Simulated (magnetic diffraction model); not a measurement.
## Cs2NaCoBr6: what an assumed order does to the neutron pattern

Space group R-3m (no. 166), a = 7.5850 Å, c = 37.8150 Å.

```
site  atom       x       y       z
  6c    Cs     1/3     2/3  0.7954
  6c    Cs     1/3     2/3  0.9510
 18h    Br  0.5302  0.0603  0.8711
 18h    Br  0.4763  0.9526  0.7026
  3b    Co     2/3     1/3     5/6
  3a    Co       0       0       0
  6c    Na     2/3     1/3  0.7372
```

The compound is invented for this exercise: a known structure type with other elements, its cell scaled to their sizes and not relaxed.

Only Co is taken to order (form factors of Co3+); orders and moment sizes are assumed, and not adapted to the symmetry. Radiation: neutrons of λ = 2.0775 Å, 2° to 50°; isotropic B of 0.46 Å² (Cs), 0.43 Å² (Br), 0.6 Å² (Co) and 0.65 Å² (Na). The intensities are simulated: I ∝ L Σ (|F_N|² + |F_M⊥|²) for unpolarised neutrons, with F_M = 2.695 fm/μB × Σ f(s) S exp(2πi Q·r) exp(−B s²) at Q = H ± k (one set where k and −k are equivalent), only the part normal to Q counting and L = 1/(sin²θ cos θ). For a modulated order the moment at position r is S exp(−2πi k·r) + c.c., with S = m/2 for a sine wave of amplitude m and S = m(u + iv)/2 for moments turning in a plane, u and v being orthogonal unit vectors in it; the phase factor of the sum at Q = H + k is then exp(2πi H·r). Form factors are spin-only for 3d ions and dipole or tabulated for f ions, scattering lengths are Sears's of 1992, and absorption is left out. A label names one of the reflections at its angle. The strongest nuclear line in the range is 100, and lines under 0.2 are left out.

Assume the order k = (1/3 1/3 0), moments turning in the plane of [100] and [010], 3.63 μB on Co; signs + at (2/3, 1/3, 5/6), − at (0, 0, 0).

Predict the pattern, nuclear and magnetic parts apart.

```csv
2θ (°),index,nuclear,magnetic
10.94,(2/3 -1/3 1),0.0,13.4
14.13,(1/3 1/3 3),0.0,10.6
18.47,(1 0 1),2.7,0.0
18.97,(0 0 6),3.2,0.0
18.98,(-1/3 2/3 5),0.0,6.6
19.27,(0 1 2),37.8,0.0
21.28,(-2/3 4/3 1),0.0,3.1
22.20,(1 0 4),8.6,0.0
23.11,(2/3 2/3 3),0.0,3.0
24.18,(0 1 5),1.0,0.0
24.58,(2/3 -1/3 7),0.0,4.0
26.42,(4/3 -2/3 5),0.0,2.5
28.14,(4/3 1/3 1),0.0,3.3
28.63,(0 0 9),0.3,0.0
28.83,(1 0 7),2.5,0.0
29.57,(5/3 -4/3 3),0.0,3.2
30.56,(1/3 1/3 9),0.0,2.5
30.75,(-2/3 4/3 7),0.0,2.0
31.42,(0 1 8),1.4,0.0
31.79,(1 1 0),4.6,0.0
32.27,(1/3 4/3 5),0.0,2.9
35.80,(2/3 2/3 9),0.0,1.5
35.97,(4/3 1/3 7),0.0,2.5
36.80,(-1/3 2/3 11),0.0,1.6
36.96,(1 0 10),0.7,0.0
37.02,(0 2 1),2.8,0.0
37.28,(1 1 6),1.6,0.0
37.45,(2 0 2),21.7,0.0
38.49,(0 0 12),43.5,0.0
38.58,(5/3 2/3 1),0.0,1.5
39.12,(0 2 4),10.5,0.0
39.67,(7/3 -2/3 3),0.0,1.5
40.34,(2 0 5),74.7,0.0
40.44,(5/3 -4/3 9),0.0,2.0
41.35,(4/3 -2/3 11),0.0,1.1
41.79,(2/3 5/3 5),0.0,1.4
42.97,(8/3 -4/3 1),0.0,0.6
43.26,(2/3 -1/3 13),0.0,1.1
43.30,(1 1 9),2.3,0.0
43.45,(0 2 7),100.0,0.0
43.97,(4/3 4/3 3),0.0,0.6
44.82,(5/3 2/3 7),0.0,1.3
45.30,(2 0 8),6.3,0.0
45.52,(1/3 4/3 11),0.0,1.6
45.93,(-4/3 8/3 5),0.0,0.5
45.98,(1 0 13),0.9,0.0
47.02,(1/3 7/3 1),0.0,0.9
47.29,(-2/3 4/3 13),0.0,0.8
```
(The table stops after 48 lines; 10 more lie at higher angle.)

The strongest magnetic line in the range is (2/3 -1/3 1) at 10.94° (13.4). On top of the Lorentz factor, which all lines share, magnetic lines fade with angle because f falls: for Co3+ it is 0.93, 0.74, 0.53 and 0.20 at sin θ/λ = 0.1, 0.2, 0.3 and 0.5 Å⁻¹, while nuclear lengths stay constant. The order has no net moment.

[Logs are printed without paths, hosts, clocks, repeated set-up lines and the standing remarks that a program may print on its own settings, such as how far it seeks lower states.]
